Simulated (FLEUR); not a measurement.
# Fe: magnetism against the volume, part 2 of 2

How does the volume change the magnetic state of Fe?

FLEUR MaX-R8.1; PBE; all-electron FLAPW, Dirac cores, scalar-relativistic bands.

So far, largest spin moment in the muffin-tin sphere (μB): step 2 (factor 1, start ferro +) 2.33; step 3 (factor 1, start antiferro q=(0,0,1/2) +-) 2.13.

The database entry behind the starting cell differs from later determinations by our own check (an axis about 0.7 % long against later determinations), so it need not match the best structure at ambient conditions.

## Step 5: Factor 1.12, start ferro +

The farthest finished point is shown in full.

File inp.xml:

```
<?xml version="1.0" encoding="UTF-8" standalone="no"?>
<fleurInput fleurInputVersion="0.39">
   <comment>
      Fe
   </comment>
   <calculationSetup>
      <cutoffs Kmax="3.71" Gmax="11.1" GmaxXC="11.1" numbands="0"/>
      <scfLoop itmax="110" minDistance="0.00002" maxIterBroyd="15" imix="Anderson" alpha="0.05" precondParam="0.0" spinf="2.0" sdNocoIR="T"/>
      <coreElectrons ctail="T" frcor="F" kcrel="0" coretail_lmax="0"/>
      <xcFunctional name="pbe" relativisticCorrections="F"/>
      <magnetism jspins="2"/>
      <soc l_soc="F" theta="0.0" phi="0.0" spav="F"/>
      <expertModes spex="0" secvar="F"/>
      <geometryOptimization l_f="F" forcealpha="1.0" forcemix="BFGS" epsdisp="0.00001" epsforce="0.00001"/>
      <ldaU l_linMix="F" mixParam="0.05" spinf="1.0"/>
   </calculationSetup>
   <cell>
      <bzIntegration valenceElectrons="16.0" mode="hist" fermiSmearingEnergy="0.00183747">
         <kPointListSelection listName="default-1"/>
         <xi:include xmlns:xi="http://www.w3.org/2001/XInclude" href="kpts.xml"> </xi:include>
      </bzIntegration>
      <xi:include xmlns:xi="http://www.w3.org/2001/XInclude" href="sym.xml"> </xi:include>
      <bulkLattice scale="1.0">
         <bravaisMatrix>
            <row-1>   -2.8318562608212061     2.8318562608212061     2.8318562608212061</row-1>
            <row-2>    2.8318562608212061    -2.8318562608212061     2.8318562608212061</row-2>
            <row-3>    2.8318562608212061     2.8318562608212061    -2.8318562608212061</row-3>
         </bravaisMatrix>
      </bulkLattice>
   </cell>
   <atomSpecies>
      <species name="Iron (Fe) 2.800" element="Fe" atomicNumber="26">
         <mtSphere radius="2.21" gridPoints="731" logIncrement="0.017"/>
         <atomicCutoffs lmax="8" lnonsphr="6"/>
         <electronConfig flipSpins="F">
            <coreConfig>(1s1/2) (2s1/2) (2p1/2) (2p3/2)</coreConfig>
            <valenceConfig>(3s1/2) (3p1/2) (3p3/2) (4s1/2) (3d3/2) (3d5/2)</valenceConfig>
            <stateOccupation state="(3d3/2)" spinUp="1.4" spinDown="1.0"/>
            <stateOccupation state="(3d5/2)" spinUp="3.0" spinDown="0.6"/>
         </electronConfig>
         <energyParameters s="4" p="4" d="3" f="4"/>
         <lo type="SCLO" l="0" n="3" eDeriv="0"/>
         <lo type="SCLO" l="1" n="3" eDeriv="0"/>
      </species>
   </atomSpecies>
   <atomGroups>
      <atomGroup species="Iron (Fe) 2.800">
         <relPos label="                   1">.0000000000 .0000000000 .0000000000</relPos>
         <force calculate="T" relaxXYZ="TTT"/>
      </atomGroup>
   </atomGroups>
   <output dos="F" band="F" slice="F">
      <bandDOS minEnergy="-.5*Htr" maxEnergy="0.5*Htr" sigma="0.015" storeEVData="T"/>
      <plotting iplot="0" polar="F">
         <plot TwoD="T" vec1="  1.0  0.0  0.0" vec2="  0.0  1.0  0.0" vec3="  0.0  0.0  1.0" zero="  0.0  0.0  0.0" file="plot"/>
      </plotting>
      <moessbauerParams electricFieldGradient="F" isomerShift="F" coreHyperfine="F" valenceHyperfine="F"/>
   </output>
</fleurInput>
```

File crystal.txt:

```
Fe
&input film=F cartesian=F /
-1.49855379780  1.49855379780  1.49855379780
1.49855379780  -1.49855379780  1.49855379780
1.49855379780  1.49855379780  -1.49855379780
1.8897261246
1.0 1.0 1.0

1
26 0.00000000000  0.00000000000  0.00000000000 : 2.800

&kpt div1=14 div2=14 div3=14 gamma=T /
```

Command:

```sh
$ OMP_NUM_THREADS=1 inpgen -f crystal.txt > inpgen.log  # inp.xml is then edited as shown
$ OMP_NUM_THREADS=1 mpirun -n 4 fleur_MPI > fleur.log
```

The program printed:

```text
[banner, memory and clock lines left out]
Welcome to FLEUR        (www.flapw.de)
      MaX-Release 8.1          (www.max-centre.eu)

 ========== k-point set info ==========
 Selected k-point list: default-1
 k-point list type: mesh
 14 x 14 x 14
 Number of k points: 104

 [... set-up left out ...]
 Iteration:     1   Distance:       8.28211032 me/bohr^3
 Iteration:     2   Distance:       6.96542116 me/bohr^3
 Iteration:     3   Distance:       5.86528964 me/bohr^3
 Iteration:     4   Distance:       1.27959803 me/bohr^3
 Iteration:     5   Distance:       0.73782223 me/bohr^3
[...]
<sumOfEigenvalues value="     -736.7366659260">
               <coreElectrons value="-722.8834169576"/>
               <valenceElectrons value="-13.8532489684"/>
            </sumOfEigenvalues>
         [... left out ...]
            <freeEnergy value="-1272.7975089672"/>
            <extrapolationTo0K value="-1272.7973516566"/>
         </totalEnergy>
         <densityConvergence units="me/bohr^3">
            <chargeDensity spin="1" distance="0.0000087236"/>
            <chargeDensity spin="2" distance="0.0000032591"/>
            <overallChargeDensity distance="0.0000096424"/>
            <spinDensity distance="0.0000089705"/>
         </densityConvergence>
      </iteration>
```

Run time: 6.1 s. Hardware: 4 MPI ranks of Arm Neoverse V1, shared host; peak memory 0.17 GiB; 24 s of CPU time.

Spin moment in the muffin-tin sphere by atom:

```csv
atom,spin moment in the muffin-tin sphere (μB)
Fe1,2.66
```

This step gave:

```yaml
free_energy: -34634.5846 eV
program_s_band_gap_on_this_mesh_in_a_metal_only_a_level_spacing: 0.002947 eV
magnetization: 2.576 μB
final_state: ferromagnetic
```

After 15 cycles the largest moment stands at 2.66 μB.

## Step 6: Factor 1.12, start antiferro q=(0,0,1/2) +-

The k list default-1 (kpts.xml, not shown) is a Γ-centred 14×14×7 mesh.

Edit inp.xml of step 5 so:

```diff
@@ -17,3 +17,3 @@
    <cell>
-      <bzIntegration valenceElectrons="16.0" mode="hist" fermiSmearingEnergy="0.00183747">
+      <bzIntegration valenceElectrons="32.0" mode="hist" fermiSmearingEnergy="0.00183747">
          <kPointListSelection listName="default-1"/>
@@ -26,3 +26,3 @@
             <row-2>    2.8318562608212061    -2.8318562608212061     2.8318562608212061</row-2>
-            <row-3>    2.8318562608212061     2.8318562608212061    -2.8318562608212061</row-3>
+            <row-3>    5.6637125216424122     5.6637125216424122    -5.6637125216424122</row-3>
          </bravaisMatrix>
@@ -44,2 +44,15 @@
       </species>
+      <species name="Iron (Fe) -2.800" element="Fe" atomicNumber="26">
+         <mtSphere radius="2.21" gridPoints="731" logIncrement="0.017"/>
+         <atomicCutoffs lmax="8" lnonsphr="6"/>
+         <electronConfig flipSpins="F">
+            <coreConfig>(1s1/2) (2s1/2) (2p1/2) (2p3/2)</coreConfig>
+            <valenceConfig>(3s1/2) (3p1/2) (3p3/2) (4s1/2) (3d3/2) (3d5/2)</valenceConfig>
+            <stateOccupation state="(3d3/2)" spinUp="1.0" spinDown="1.4"/>
+            <stateOccupation state="(3d5/2)" spinUp="0.6" spinDown="3.0"/>
+         </electronConfig>
+         <energyParameters s="4" p="4" d="3" f="4"/>
+         <lo type="SCLO" l="0" n="3" eDeriv="0"/>
+         <lo type="SCLO" l="1" n="3" eDeriv="0"/>
+      </species>
    </atomSpecies>
@@ -48,2 +61,6 @@
          <relPos label="                   1">.0000000000 .0000000000 .0000000000</relPos>
+         <force calculate="T" relaxXYZ="TTT"/>
+      </atomGroup>
+      <atomGroup species="Iron (Fe) -2.800">
+         <relPos label="                   2">.0000000000 .0000000000 1.000/2.000</relPos>
          <force calculate="T" relaxXYZ="TTT"/>
```

File crystal.txt:

```
Fe
&input film=F cartesian=F /
-1.49855379780  1.49855379780  1.49855379780
1.49855379780  -1.49855379780  1.49855379780
2.99710759560  2.99710759560  -2.99710759560
1.8897261246
1.0 1.0 1.0

2
26 0.00000000000  0.00000000000  0.00000000000 : 2.800
26 0.00000000000  0.00000000000  0.50000000000 : -2.800

&kpt div1=14 div2=14 div3=7 gamma=T /
```

The program printed:

```text
[banner, memory and clock lines left out]
Welcome to FLEUR        (www.flapw.de)
      MaX-Release 8.1          (www.max-centre.eu)

 ========== k-point set info ==========
 Selected k-point list: default-1
 k-point list type: mesh
 14 x 14 x 7
 Number of k points: 372

 [... set-up left out ...]
 Iteration:     1   Distance:      11.82824832 me/bohr^3
 Iteration:     2   Distance:      10.18157914 me/bohr^3
 Iteration:     3   Distance:       6.16351572 me/bohr^3
 Iteration:     4   Distance:       4.91370496 me/bohr^3
 Iteration:     5   Distance:       3.07562092 me/bohr^3
[...]
<sumOfEigenvalues value="    -1473.7364978916">
               <coreElectrons value="-1445.9213735783"/>
               <valenceElectrons value="-27.8151243132"/>
            </sumOfEigenvalues>
         [... left out ...]
            <freeEnergy value="-2545.5781426973"/>
            <extrapolationTo0K value="-2545.5776296416"/>
         </totalEnergy>
         <densityConvergence units="me/bohr^3">
            <chargeDensity spin="1" distance="0.0000118862"/>
            <chargeDensity spin="2" distance="0.0000118583"/>
            <overallChargeDensity distance="0.0000192694"/>
            <spinDensity distance="0.0000138742"/>
         </densityConvergence>
      </iteration>
```

It took 70 s on 4 MPI ranks; peak memory 0.27 GiB; 4.6 min of CPU time.

This step gave:

```yaml
free_energy: -69268.7101 eV
program_s_band_gap_on_this_mesh_in_a_metal_only_a_level_spacing: 1.57e-8 eV
magnetization: 0 μB
final_state: antiferromagnetic
largest_moment: 2.450 μB
```

After 24 cycles the largest moment stands at 2.45 μB.

## Step 7: Trends

In all 27 runs were made at the factors 0.88, 0.91, 0.94, 0.97, 1, 1.03, 1.06, 1.09 and 1.12, of which 27 converged. The tables hold the factors at which the parallel start converged, and CPU times count converged runs alone. Differences are of free energies.

Final states:

```csv
volume factor,ferro +,"antiferro q=(0,0,1/2) +-",no spin polarisation,CPU time (s)
0.88,ferromagnetic,antiferromagnetic,non-magnetic,297.8
0.91,ferromagnetic,antiferromagnetic,non-magnetic,305.7
0.94,ferromagnetic,antiferromagnetic,non-magnetic,321.3
0.97,ferromagnetic,antiferromagnetic,non-magnetic,309.9
1,ferromagnetic,antiferromagnetic,non-magnetic,325.1
1.03,ferromagnetic,antiferromagnetic,non-magnetic,322.2
1.06,ferromagnetic,antiferromagnetic,non-magnetic,316.8
1.09,ferromagnetic,antiferromagnetic,non-magnetic,311.2
1.12,ferromagnetic,antiferromagnetic,non-magnetic,316.3
```

Table of energy over the lowest point, ferro + by volume factor:

```csv
volume factor,"energy over the lowest point, ferro + (meV a primitive cell)"
0.8800,45.8
0.9100,14.2
0.9400,0
0.9700,3.66
1.0000,19.7
1.0300,43.5
1.0600,75.0
1.0900,108
1.1200,148
```

Table of largest sphere moment by volume factor:

```csv
volume factor,ferro + (μB),"antiferro q=(0,0,1/2) +- (μB)"
0.8800,2.16,1.73
0.9100,2.19,1.82
0.9400,2.23,1.92
0.9700,2.27,2.02
1.0000,2.33,2.13
1.0300,2.43,2.23
1.0600,2.57,2.31
1.0900,2.62,2.38
1.1200,2.66,2.45
```

The net moment, ferro + by volume factor:

```csv
volume factor,"net moment, ferro + (μB a primitive cell)"
0.8800,2.12
0.9100,2.15
0.9400,2.18
0.9700,2.22
1.0000,2.27
1.0300,2.37
1.0600,2.49
1.0900,2.54
1.1200,2.58
```

The energy less that of the parallel start by volume factor; values in meV a seeded atom:

```csv
volume factor,"antiferro q=(0,0,1/2) +-",no spin polarisation
0.8800,194,430
0.9100,205,472
0.9400,212,513
0.9700,216,551
1.0000,218,589
1.0300,219,627
1.0600,222,667
1.0900,226,710
1.1200,230,752
```

## Step 8: What came out

```json
{
  "largest moment, parallel start": "2.16 μB at 0.88, 2.66 μB at 1.12",
  "net moment, parallel start": "2.12 to 2.58 μB a primitive cell",
  "start antiferro q=(0,0,1/2) +- less the parallel start": "+194.4 meV at 0.88, +229.6 meV at 1.12, a seeded atom",
  "spinless run less the parallel start": "+429.7 meV at 0.88, +752.2 meV at 1.12, a seeded atom"
}
```

What this shows: The largest moment of the parallel start goes from 2.16 μB at 0.88 to 2.66 μB at 1.12. Its energy is least at 0.94 of the points run. The start antiferro q=(0,0,1/2) +- lies over the parallel start at every point where both finished. The spinless run lies over the parallel start at every point where both finished. The opposed order is one of several, taken for its small cell; another can lie lower, so the scan does not name the ground state. Atoms were not relaxed at any point.

[Logs and program files are shortened in this print: banners, set-up blocks, solver, clock and traceback lines can be left out without a mark of their own.]

[Logs are printed without paths, hosts, clocks, repeated set-up lines and the standing remarks that a program may print on its own settings, such as how far it seeks lower states.]

[Hosts, paths, dates, database ids (printed as entryN), source tags and the programs' standing remarks are cut or masked in the printed files.]

[Where a cell is said to come from a database of computed structures, the database is the Materials Project.]
